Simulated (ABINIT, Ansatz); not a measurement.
# BaTiO3 (P4mm): G0W0 with ABINIT, start to end, part 2 of 2

Aim: the G0W0 gap of BaTiO3 (P4mm) on PBE, step by step.

ABINIT 10.8.3; PBE and many-body steps on it, plane waves. Known limits of the many-body steps: not at the basis limit; no spin-orbit coupling; coarse k mesh.

So far. Step 3 (Empty states on the mesh, 4×4×4 mesh, 269 bands): On this mesh the gap is 1.826 eV. Step 4 (Screening, 4×4×4 mesh, 261 bands, screening to 217.7 eV): Local fields lower ε∞ by 9 %. On a Γ-centred mesh this coarse the value itself is usually too large, while a short band sum pulls it down.

The database entry behind the starting cell differs from later determinations by our own check (c/a about 0.6 % short), so it need not match the best structure at ambient conditions.

## 5. Self-energy, 4×4×4 mesh, 261 bands, screening to 217.7 eV

The self-energy is evaluated for the states that the input lists, and the levels follow from it, in one-shot runs by the linearised quasiparticle equation.

This step: G0W0 on PBE, plane waves, norm-conserving pseudopotentials.

File run.abi:

```
acell 3*1.0 Angstrom
rprim 
  3.999800000000 0.000000000000 0.000000000000
  0.000000000000 3.999800000000 0.000000000000
  0.000000000000 0.000000000000 4.018000000000
ntypat 3
znucl 56 22 8
natom 5
typat 1 2 3 3 3
xred 
  0.000000000000 0.000000000000 0.000000000000
  0.500000000000 0.500000000000 0.490000000000
  0.500000000000 0.500000000000 0.019000000000
  0.500000000000 0.000000000000 0.517000000000
  0.000000000000 0.500000000000 0.517000000000
pp_dirpath "pseudos"
pseudos "Ba.upf, Ti.upf, O.upf"
ecut 38
ngkpt 4 4 4
nshiftk 1
shiftk 0 0 0
kptopt 1
chksymbreak 0
istwfk *1
occopt 1
irdwfk 1
optdriver 4
nband 261
gwcalctyp 0
ecutsigx 38
symsigma 1
nkptgw 2
kptgw 
  0.5000000000 0.5000000000 0.5000000000
  0.0000000000 0.0000000000 0.0000000000
bdgw 
  18 23
  19 23
ecuteps 8
irdscr 1
ppmodel 1
indata_prefix "in"
outdata_prefix "out"
tmpdata_prefix "tmp"
```

The run is started by

```
OMP_NUM_THREADS=1 mpirun -n 4 abinit run.abi > log
```

Numbers of over 12 decimals in the logs are rounded to 6 here.

What it wrote:

```text
.Version 10.8.3 of ABINIT. v10.8.2 released Aug 2026.

 Symmetries : space group P4 m m (# 99); Bravais tP (primitive tetrag.)
[... echo of the input left out ...]
== DATASET  1 ==================================================================
-   mpi_nproc: 4, omp_nthreads: 1 (-1 if OMP is not activated)

--- !DatasetInfo
iteration_state: {dtset: 1, }
dimensions: {natom: 5, nkpt: 18, mband: 261, nsppol: 1, nspinor: 1, nspden: 1, mpw: 4929, }
cutoff_energies: {ecut:  38.0, pawecutdg:  -1.0, }
electrons: {nelect:   4.00000000E+01, charge:   0.00000000E+00, occopt:   1.00000000E+00, tsmear:   1.00000000E-02, }

 SIGMA: Calculation of the GW corrections

 Based on a program developped by R.W. Godby, V. Olevano, G. Onida, and L. Reining.
 Incorporated in ABINIT by V. Olevano, G.-M. Rignanese, and M. Torrent.
.Using double precision arithmetic ; gwpc =  8

[... cell and pseudopotentials left out ...]
--------------------------------------------------------------------------------

 ==== K-mesh for the wavefunctions ====
 Number of points in the irreducible wedge :    18
[... list of points left out ...]
 Together with  8 symmetry operations and time-reversal symmetry
 yields    64 points in the full Brillouin Zone.

 ==== Q-mesh for screening function ====
 Number of points in the irreducible wedge :    18
[... list of points left out ...]
 Together with  8 symmetry operations and time-reversal symmetry
 yields    64 points in the full Brillouin Zone.

 vcoul_init : cutoff-mode = AUXILIARY_FUNCTION
 q-points for optical limit:   1
     1)      0.000010    0.000020    0.000030
 setmesh: FFT mesh size selected  =    45x   45x   45
          total number of points  =        91125

 Number of electrons calculated from density =   40.0000; Expected =   40.0000
 average of density, n =  0.092210
 r_s =    1.3731
 omega_plasma =   29.2917 [eV]

 === KS Band Gaps ===
  >>>> For spin  1
   Minimum direct gap =   2.1061 [eV], located at k-point      :   0.0000  0.0000  0.0000
   Fundamental gap    =   1.8259 [eV], Top of valence bands at :   0.5000  0.5000  0.5000
                                       Bottom of conduction at :   0.0000  0.0000  0.0000
 SIGMA fundamental parameters:
 PLASMON POLE MODEL  1
 number of plane-waves for SigmaX                 4929
 number of plane-waves for SigmaC and W            461
 number of plane-waves for wavefunctions          4929
 number of bands                                   261
 number of independent spin polarizations            1
 number of spinorial components                      1
 number of k-points in IBZ                          18
 number of q-points in IBZ                          18
 number of symmetry operations                       8
 number of k-points in BZ                           64
 number of q-points in BZ                           64
 number of frequencies for dSigma/dE                 9
 frequency step for dSigma/dE [eV]                0.25
 number of omega for Sigma on real axis              0
 max omega for Sigma on real axis  [eV]           0.00
 zcut for avoiding poles [eV]                     0.10

 EPSILON^-1 parameters (SCR file):
 dimension of the eps^-1 matrix on file            461
 dimension of the eps^-1 matrix used               461
 number of plane-waves for wavefunctions          4929
 number of bands                                   261
 number of q-points in IBZ                          18
 number of frequencies                               2
 number of real frequencies                          1
 number of imag frequencies                          1

 matrix elements of self-energy operator (all in [eV])

 Perturbative Calculation

--- !SelfEnergy_ee
iteration_state: {dtset: 1, }
kpoint     : [   0.500,    0.500,    0.500, ]
spin       : 1
KS_gap     :    4.212
QP_gap     :    5.961
Delta_QP_KS:    1.750
data: !SigmaeeData |
     Band     E0 <VxcDFT>   SigX SigC(E0)      Z dSigC/dE  Sig(E)    E-E0       E
       18   6.549 -19.970 -25.000   4.732   0.760  -0.315 -20.196  -0.227   6.322
       19   6.549 -19.970 -25.000   4.732   0.760  -0.315 -20.196  -0.227   6.322
       20   6.633 -19.991 -25.032   4.768   0.759  -0.317 -20.199  -0.208   6.425
       21  10.844 -21.880 -13.200  -6.590   0.738  -0.356 -20.338   1.542  12.386
       22  10.844 -21.880 -13.200  -6.590   0.738  -0.356 -20.338   1.542  12.386
       23  10.845 -21.881 -13.129  -6.681   0.729  -0.371 -20.370   1.511  12.356

--- !SelfEnergy_ee
iteration_state: {dtset: 1, }
kpoint     : [   0.000,    0.000,    0.000, ]
spin       : 1
KS_gap     :    2.106
QP_gap     :    3.563
Delta_QP_KS:    1.456
data: !SigmaeeData |
     Band     E0 <VxcDFT>   SigX SigC(E0)      Z dSigC/dE  Sig(E)    E-E0       E
       19   6.353 -20.076 -24.606   4.233   0.766  -0.306 -20.304  -0.227   6.125
       20   6.353 -20.076 -24.606   4.233   0.766  -0.306 -20.304  -0.227   6.125
       21   8.459 -18.809 -11.399  -5.825   0.775  -0.290 -17.580   1.229   9.688
       22   8.671 -19.000 -11.886  -5.516   0.774  -0.292 -17.763   1.237   9.907
       23   8.671 -19.000 -11.886  -5.516   0.774  -0.292 -17.763   1.237   9.907

== END DATASET(S) ==============================================================
================================================================================

 -outvars: echo values of variables after computation  --------
           etotal      0.0000000000E+00
            nband         261
             nkpt          18
          spgroup          99
 [... the other variables as echoed above ...]

 Calculation completed.
```

The job ended after 1.8 min (4 MPI ranks of Arm Neoverse V2, shared host; peak memory 3.9 GiB).

Numbers from this step:

```yaml
g0w0_gap_on_the_points_computed: 3.263 eV
starting_gap_on_the_mesh: 1.826 eV
k_of_the_valence_top: 0.5, 0.5, 0.5
k_of_the_conduction_bottom: 0, 0, 0
z_at_the_valence_top: 0.759
z_at_the_conduction_bottom: 0.775
least_direct_g0w0_gap_on_the_computed_points: 3.563 eV
```

The gap on the mesh goes from 1.83 eV to 3.26 eV, a correction of +1.44 eV.

Limits: finite bands, cutoff and mesh; no spin-orbit coupling; coarse k mesh. v1 is the top filled band, c1 the lowest empty one. The levels before and after the correction (eV, zero at the valence-band top of each column):

```csv
,conduction bottom,valence top
Kohn-Sham,1.83,0.00
G0W0,3.26,0.00
```

```csv
,level,energy (eV)
Kohn-Sham,(0.5 0.5 0.5) v3-v2,-0.084
Kohn-Sham,(0.5 0.5 0.5) v1,0.000
Kohn-Sham,(0.5 0.5 0.5) c1-c2,4.212
Kohn-Sham,(0.5 0.5 0.5) c3,4.213
Kohn-Sham,Γ v2-v1,-0.280
Kohn-Sham,Γ c1,1.826
Kohn-Sham,Γ c2-c3,2.038
G0W0,(0.5 0.5 0.5) v3-v2,-0.103
G0W0,(0.5 0.5 0.5) v1,0.000
G0W0,(0.5 0.5 0.5) c1-c2,5.961
G0W0,(0.5 0.5 0.5) c3,5.931
G0W0,Γ v2-v1,-0.300
G0W0,Γ c1,3.263
G0W0,Γ c2-c3,3.482
```

## 6. Where the time went

Times are wall times on 4 MPI ranks of Arm Neoverse V2, shared host, good to a factor of about two.

```csv
step,time,share,memory (GiB)
ground state,62 s,6 %,0.38
empty states on the mesh,5.1 min,31 %,5.3
screening,8.7 min,52 %,3.8
self-energy,1.8 min,11 %,3.9
```

## 7. Summary of results

```
PBE gap              : 1.83 eV, indirect
G0W0 gap on the mesh : 3.26 eV
GW settings          : 4×4×4 mesh, 261 bands, screening to 217.7 eV, Godby-Needs plasmon pole
known limits         : not at the basis limit; no spin-orbit coupling; coarse k mesh
```

G0W0 moves the gap on the mesh from 1.83 eV to 3.26 eV (+1.44 eV), with Z of 0.76 and 0.78 at the edges. Local fields lower the RPA ε∞ on this mesh from 6.75 to 6.17; a Γ-centred mesh this coarse tends to raise both, most where the direct gap is narrow, while a short band sum lowers them. Only 2 of the mesh's irreducible points were corrected, so a valley elsewhere could overtake. The dearest step here is «screening». Bands and cutoff are finite, so the gap is not at the basis limit. The miss can reach some tenths of an eV and take either sign; the mesh is an error of its own. In the G0W0 run levels were corrected at 2 k points alone, so a gap called «on the mesh» is the least over those, and an edge elsewhere would be missed. The 4×4×4 mesh is coarse for this cell, which bears on the long-range parts of exchange and screening. The many-body steps are scalar-relativistic: spin-orbit coupling is not in them.

[Paths, hosts, dates, memory and timing lines, banners, echoed tables and standing remarks are left out of the program output.]

[Logs are printed without paths, hosts, clocks, repeated set-up lines and the standing remarks that a program may print on its own settings, such as how far it seeks lower states.]

[Runs of the session that timed out or met a known fault of the program may be left out.]

[Hosts, paths, dates, database ids (printed as entryN), source tags and the programs' standing remarks are cut or masked in the printed files.]

[G0W0 gaps are taken among the corrected bands and points alone; a level outside them can change the order at an edge.]

[Where Ansatz stands beside ABINIT at settings called matched, ABINIT's density can come from a denser mesh and the files from another edition; pairs whose starting gaps differed by over 0.03 eV were left out, so agreement reads better than it is.]
